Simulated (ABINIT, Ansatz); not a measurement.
**Lattice dynamics of Tm (P6_3/mmc) in two programs**

Aim: the phonon dispersion of Tm (P6_3/mmc), checked by a second program.

Main program and level: ABINIT 10.8.3; DFT PBE, scalar-relativistic, plane waves, PseudoDojo norm-conserving, 4f in core pseudopotentials.

## 1. The starting structure

Symmetry: P6_3/mmc, No. 194, hexagonal system. Conventional cell: a = 3.538 Å, b = 3.538 Å, c = 5.555 Å, α = 90.00°, β = 90.00°, γ = 120.00°. Nearest to Tm lie 12 Tm at 3.45 to 3.54 Å.

Structure file:

```cif
data_structure
_symmetry_space_group_name_H-M 'P6_3/mmc'
_symmetry_Int_Tables_number 194
_cell_length_a 3.5375
_cell_length_b 3.5375
_cell_length_c 5.5546
_cell_angle_alpha 90.000
_cell_angle_beta 90.000
_cell_angle_gamma 120.000
_cell_volume 60.20
loop_
_atom_site_label
_atom_site_type_symbol
_atom_site_symmetry_multiplicity
_atom_site_Wyckoff_symbol
_atom_site_fract_x
_atom_site_fract_y
_atom_site_fract_z
_atom_site_occupancy
Tm1 Tm 2 c 0.33333 0.66667 0.25000 1
```

## 2. A probe with smearing

A first run with smearing and empty bands tells whether the crystal has a gap, which decides between fixed occupations and smearing later on.

The input, probe.abi:

```
# ground state
tolvrs 1.0d-08
prtden 1
prtwf 1

# basis, mesh and filling
ecut 21.0
ngkpt 6 6 4
nshiftk 1
shiftk 0.0 0.0 0.0
istwfk *1
occopt 7
tsmear 0.005
nband 18
nstep 100
diemac 9.0
prtebands 0
prtgsr 0

# cell and atoms
acell 3*1.0 Angstrom
rprim 
    3.5375 0.0 0.0
    -1.76875 3.063564866 0.0
    0.0 0.0 5.5546
ntypat 1
znucl 69
natom 2
typat 1 1
xred 
    1/3 2/3 0.25
    2/3 1/3 0.75
pp_dirpath "./pseudo"
pseudos "Tm.upf"
```

The run is started by

```bash
OMP_NUM_THREADS=1 mpirun -n 16 abinit probe.abi > probe.log
```

Numbers of over 12 decimals in the logs are rounded to 6 here.

probe.abo, the main output file:

```text
[banners, grids, parts of the stress and lines that vanish by symmetry left out]
- input  file    -> probe.abi
- output file    -> probe.abo
- root for input  files -> probei
[...]
Symmetries : space group P6_3/m m c (#194); Bravais hP (primitive hexag.)
[...]
mpw =        1884          nfft =       40500          nkpt =          21
[...]
== DATASET  1 ==================================================================
[...]
-    --> not optimal distribution: autoparal keyword recommended in input file <--
[...]
cutoff_energies: {ecut:  21.0, pawecutdg:  -1.0, }
[...]
ETOT  1  -91.680577459421    -9.168E+01 4.749E-02 4.735E+00
 ETOT  2  -91.712178230779    -3.160E-02 4.573E-03 9.980E-02
 ETOT  3  -91.712215944602    -3.771E-05 7.076E-04 1.235E-03
 ETOT  4  -91.712216209218    -2.646E-07 3.369E-04 8.944E-06
 ETOT  5  -91.712216211531    -2.313E-09 3.453E-04 1.807E-07
 ETOT  6  -91.712216211574    -4.319E-11 1.681E-04 4.821E-10
 At SCF step    6       vres2   =  4.82E-10 < tolvrs=  1.00E-08 =>converged.
[...]
sigma(1 1)=  8.29782947E-05  sigma(3 2)=  0.00000000E+00
  sigma(2 2)=  8.29782941E-05  sigma(3 1)=  0.00000000E+00
  sigma(3 3)=  1.20518994E-04  sigma(2 1)=  0.00000000E+00
[...]
convergence: {deltae: -4.319E-11, res2:  4.821E-10, residm:  1.681E-04, diffor: null, }
etotal    :  -9.17122162E+01
[...]
sigma(1 1)=  8.29782947E-05  sigma(3 2)=  0.00000000E+00
  sigma(2 2)=  8.29782941E-05  sigma(3 1)=  0.00000000E+00
  sigma(3 3)=  1.20518994E-04  sigma(2 1)=  0.00000000E+00
[...]
- sigma(1 1)=  2.44130571E+00  sigma(3 2)=  0.00000000E+00
- sigma(2 2)=  2.44130570E+00  sigma(3 1)=  0.00000000E+00
- sigma(3 3)=  3.54579122E+00  sigma(2 1)=  0.00000000E+00
[...]
fcart     -2.4167686018E-28 -4.6510733427E-29 -0.0000000000E+00
           strten      8.2978294665E-05  8.2978294114E-05  1.2051899398E-04
================================================================================

[key lines of the parts left out:]
pressure_GPa:  -2.8095E+00
```

Wall time 3.2 s (16 MPI ranks of Arm Neoverse V2, shared host); 49 s of CPU time.

Read from the output:

```
volume per atom   : 30.10 Å³
pressure          : -2.809 GPa
gap on the k-mesh : 0 eV
```

No gap opens on this mesh, so smearing is kept; the printed pressure holds the stress of the finite basis too.

## 3. Relaxing the cell and atoms

The harmonic expansion needs vanishing forces, and a free crystal bears no stress, so cell and atoms are brought to rest. Stress is more sensitive to the basis than forces are: the last 3 Ha under the cutoff are smoothed with ecutsm, and the cutoff is raised above that of the later runs.

The input, relax.abi:

```
# relaxation
ionmov 2
optcell 2
dilatmx 1.08
ntime 40
tolmxf 1.0d-05
tolvrs 1.0d-14
prtwf 0
prtden 0
chksymtnons 0

# basis, mesh and filling
ecut 27.0
ecutsm 3.0
ngkpt 12 12 8
nshiftk 1
shiftk 0.0 0.0 0.0
istwfk *1
occopt 7
tsmear 0.01
nband 18
nstep 100
diemac 1000000.0
prtebands 0
prtgsr 0

# cell and atoms
acell 3*1.0 Angstrom
rprim 
    3.5375 0.0 0.0
    -1.76875 3.063564866 0.0
    0.0 0.0 5.5546
ntypat 1
znucl 69
natom 2
typat 1 1
xred 
    1/3 2/3 0.25
    2/3 1/3 0.75
pp_dirpath "./pseudo"
pseudos "Tm.upf"
```

The run is started by

```bash
OMP_NUM_THREADS=1 mpirun -n 16 abinit relax.abi > relax.log
```

relax.abo, the main output file:

```text
[banners, grids, parts of the stress and lines that vanish by symmetry left out]
- input  file    -> relax.abi
- output file    -> relax.abo
- root for input  files -> relaxi
[...]
Symmetries : space group P6_3/m m c (#194); Bravais hP (primitive hexag.)
[...]
mpw =        3470          nfft =       69984          nkpt =          95
[...]
== DATASET  1 ==================================================================
[...]
cutoff_energies: {ecut:  27.0, pawecutdg:  -1.0, }
[...]
ETOT  1  -91.681364039948    -9.168E+01 5.338E-02 7.472E+00
 ETOT  2  -91.718208209603    -3.684E-02 4.471E-03 7.378E-02
 ETOT  3  -91.718224624807    -1.642E-05 1.108E-03 3.492E-03
 ETOT  4  -91.718225105291    -4.805E-07 1.357E-03 2.501E-05
 ETOT  5  -91.718225108155    -2.863E-09 9.036E-04 2.451E-07
[...]
At SCF step    9       vres2   =  6.16E-15 < tolvrs=  1.00E-14 =>converged.
[...]
sigma(1 1)= -3.23888533E-06  sigma(3 2)=  0.00000000E+00
  sigma(2 2)= -3.23888588E-06  sigma(3 1)=  0.00000000E+00
  sigma(3 3)=  9.35782750E-06  sigma(2 1)=  0.00000000E+00
[...]
convergence: {deltae:  2.558E-13, res2:  6.163E-15, residm:  1.884E-04, diffor: null, }
etotal    :  -9.17182251E+01
[...]
ETOT  1  -91.718226114307    -9.172E+01 2.541E-04 1.274E-03
[...]
At SCF step    8       vres2   =  9.23E-17 < tolvrs=  1.00E-14 =>converged.
[...]
sigma(1 1)= -3.08423970E-06  sigma(3 2)=  0.00000000E+00
  sigma(2 2)= -3.08424024E-06  sigma(3 1)=  0.00000000E+00
  sigma(3 3)=  8.66216881E-06  sigma(2 1)=  0.00000000E+00
[...]
convergence: {deltae:  4.263E-14, res2:  9.227E-17, residm:  6.339E-05, diffor: null, }
etotal    :  -9.17182264E+01
[...]
ETOT  1  -91.718186362537    -9.172E+01 6.865E+00 2.259E-01
[...]
At SCF step    9       vres2   =  8.17E-17 < tolvrs=  1.00E-14 =>converged.
[...]
sigma(1 1)= -8.78242125E-07  sigma(3 2)=  0.00000000E+00
  sigma(2 2)= -8.78242671E-07  sigma(3 1)=  0.00000000E+00
  sigma(3 3)= -6.85972663E-07  sigma(2 1)=  0.00000000E+00
[...]
convergence: {deltae: -1.350E-12, res2:  8.172E-17, residm:  5.873E-06, diffor: null, }
etotal    :  -9.17182346E+01
[...]
ETOT  1  -91.718234648578    -9.172E+01 3.971E-06 1.528E-04
[...]
At SCF step    7       vres2   =  4.32E-16 < tolvrs=  1.00E-14 =>converged.
[...]
sigma(1 1)= -7.70997223E-07  sigma(3 2)=  0.00000000E+00
  sigma(2 2)= -7.70997769E-07  sigma(3 1)=  0.00000000E+00
  sigma(3 3)= -5.48516671E-07  sigma(2 1)=  0.00000000E+00
[...]
convergence: {deltae: -1.222E-12, res2:  4.319E-16, residm:  3.403E-06, diffor: null, }
etotal    :  -9.17182347E+01
[...]
ETOT  1  -91.718234021503    -9.172E+01 3.159E-06 5.093E-03
[...]
ETOT  7  -91.718234737691    -5.684E-14 1.638E-06 1.170E-14
 ETOT  8  -91.718234737692    -7.105E-13 2.446E-06 3.338E-16
 At SCF step    8       vres2   =  3.34E-16 < tolvrs=  1.00E-14 =>converged.
[...]
sigma(1 1)= -2.06942641E-08  sigma(3 2)=  0.00000000E+00
  sigma(2 2)= -2.06948099E-08  sigma(3 1)=  0.00000000E+00
  sigma(3 3)=  2.38872953E-08  sigma(2 1)=  0.00000000E+00
[...]
convergence: {deltae: -7.105E-13, res2:  3.338E-16, residm:  2.446E-06, diffor: null, }
etotal    :  -9.17182347E+01
[...]
At Broyd/MD step   5, gradients are converged :
[...]
sigma(1 1)= -2.06942641E-08  sigma(3 2)=  0.00000000E+00
  sigma(2 2)= -2.06948099E-08  sigma(3 1)=  0.00000000E+00
  sigma(3 3)=  2.38872953E-08  sigma(2 1)=  0.00000000E+00
[...]
- sigma(1 1)= -6.08846270E-04  sigma(3 2)=  0.00000000E+00
- sigma(2 2)= -6.08862327E-04  sigma(3 1)=  0.00000000E+00
- sigma(3 3)=  7.02788492E-04  sigma(2 1)=  0.00000000E+00
[...]
fcart     -0.0000000000E+00  1.3930472017E-28 -0.0000000000E+00
           strten     -2.0694264102E-08 -2.0694809860E-08  2.3887295323E-08
================================================================================

[key lines of the parts left out:]
pressure_GPa:   1.7164E-04
Total energy (etotal) [Ha]= -9.17182347376917E+01
```

Elapsed: 46 s, on 16 MPI ranks.

Relaxation path:

```tsv
step	energy less that of the first step (eV)	largest force (eV/Å)	volume (Å³)
1	0.0000	0.0000	60.20
2	0.0000	0.0000	60.19
3	-0.0003	0.0000	60.13
4	-0.0003	0.0000	60.13
5	-0.0003	0.0000	60.16
```

```tsv
conventional cell, symmetrised	before	after	change
a (Å)	3.538	3.543	+0.2 %
b (Å)	3.538	3.543	+0.2 %
c (Å)	5.555	5.533	-0.4 %
volume (Å³/atom)	30.10	30.08	-0.1 %
```

The relaxed structure:

```cif
data_structure
_symmetry_space_group_name_H-M 'P 1'
_symmetry_Int_Tables_number 1
_cell_length_a 3.5433
_cell_length_b 3.5433
_cell_length_c 5.5329
_cell_angle_alpha 90.000
_cell_angle_beta 90.000
_cell_angle_gamma 120.000
_cell_volume 60.16
loop_
_atom_site_label
_atom_site_type_symbol
_atom_site_fract_x
_atom_site_fract_y
_atom_site_fract_z
_atom_site_occupancy
Tm1 Tm 0.33333 0.66667 0.25000 1
Tm2 Tm 0.66667 0.33333 0.75000 1
```

Numbers from this step:

- volume per atom: 30.08 Å³
- pressure: 1.72e-4 GPa

The volume changes by -0.1 % in this run and stands -0.1 % from the first cell.

## 4. Self-consistent run for the response

The response is built on these wavefunctions, so the potential is converged far more tightly than an energy would need. Smearing stays on, as the first look found no gap above 0.3 eV.

The input, gs.abi:

```
# ground state
tolvrs 1.0d-16
prtden 1
prtwf 1

# basis, mesh and filling
ecut 21.0
ngkpt 12 12 8
nshiftk 1
shiftk 0.0 0.0 0.0
istwfk *1
occopt 7
tsmear 0.01
nband 18
nstep 100
diemac 1000000.0
prtebands 0
prtgsr 0

# cell and atoms
acell 3*1.0 Angstrom
rprim 
    3.543276626 0.0 0.0
    -1.771638313 3.068567571 0.0
    0.0 0.0 5.532909683
ntypat 1
znucl 69
natom 2
typat 1 1
xred 
    1/3 2/3 0.25
    2/3 1/3 0.75
pp_dirpath "./pseudo"
pseudos "Tm.upf"
```

The run is started by

```bash
OMP_NUM_THREADS=1 mpirun -n 16 abinit gs.abi > gs.log
```

gs.abo, the main output file:

```text
[banners, grids, parts of the stress and lines that vanish by symmetry left out]
- input  file    -> gs.abi
- output file    -> gs.abo
- root for input  files -> gsi
[...]
Symmetries : space group P6_3/m m c (#194); Bravais hP (primitive hexag.)
[...]
mpw =        1884          nfft =       40500          nkpt =          95
[...]
== DATASET  1 ==================================================================
[...]
cutoff_energies: {ecut:  21.0, pawecutdg:  -1.0, }
[...]
ETOT  1  -91.677591394020    -9.168E+01 5.704E-02 4.812E+00
 ETOT  2  -91.713273019027    -3.568E-02 5.642E-03 6.182E-02
 ETOT  3  -91.713299063996    -2.604E-05 2.048E-03 1.087E-03
 ETOT  4  -91.713299291719    -2.277E-07 1.460E-03 1.328E-05
 ETOT  5  -91.713299294916    -3.197E-09 1.414E-03 1.657E-07
[...]
ETOT 11  -91.713299294955    -3.411E-13 1.022E-04 3.003E-16
 ETOT 12  -91.713299294955    -7.105E-14 8.883E-05 1.218E-18
 At SCF step   12       vres2   =  1.22E-18 < tolvrs=  1.00E-16 =>converged.
[...]
sigma(1 1)=  9.25141618E-05  sigma(3 2)=  0.00000000E+00
  sigma(2 2)=  9.25141606E-05  sigma(3 1)=  0.00000000E+00
  sigma(3 3)=  9.24562551E-05  sigma(2 1)=  0.00000000E+00
[...]
convergence: {deltae: -7.105E-14, res2:  1.218E-18, residm:  8.883E-05, diffor: null, }
etotal    :  -9.17132993E+01
[...]
sigma(1 1)=  9.25141618E-05  sigma(3 2)=  0.00000000E+00
  sigma(2 2)=  9.25141606E-05  sigma(3 1)=  0.00000000E+00
  sigma(3 3)=  9.24562551E-05  sigma(2 1)=  0.00000000E+00
[...]
- sigma(1 1)=  2.72186061E+00  sigma(3 2)=  0.00000000E+00
- sigma(2 2)=  2.72186058E+00  sigma(3 1)=  0.00000000E+00
- sigma(3 3)=  2.72015694E+00  sigma(2 1)=  0.00000000E+00
[...]
fcart      1.6085523526E-28  2.7860944011E-28 -0.0000000000E+00
           strten      9.2514161817E-05  9.2514160599E-05  9.2456255073E-05
================================================================================

[key lines of the parts left out:]
pressure_GPa:  -2.7213E+00
```

Elapsed: 8.9 s, on 16 MPI ranks; 2.3 min of CPU time.

Read from the output:

```
pressure : -2.721 GPa
```

The cell stands at -2.7 GPa: the relaxation ran with a smoothed and higher cutoff, and the difference is a stress of the finite basis.

[end of part 1 of 4]

[Host names and launcher messages were left out of these logs when they were recorded.]

[Logs are printed without paths, hosts, clocks, repeated set-up lines and the standing remarks that a program may print on its own settings, such as how far it seeks lower states.]

[Hosts, paths, dates, database ids (printed as entryN), source tags and the programs' standing remarks are cut or masked in the printed files.]
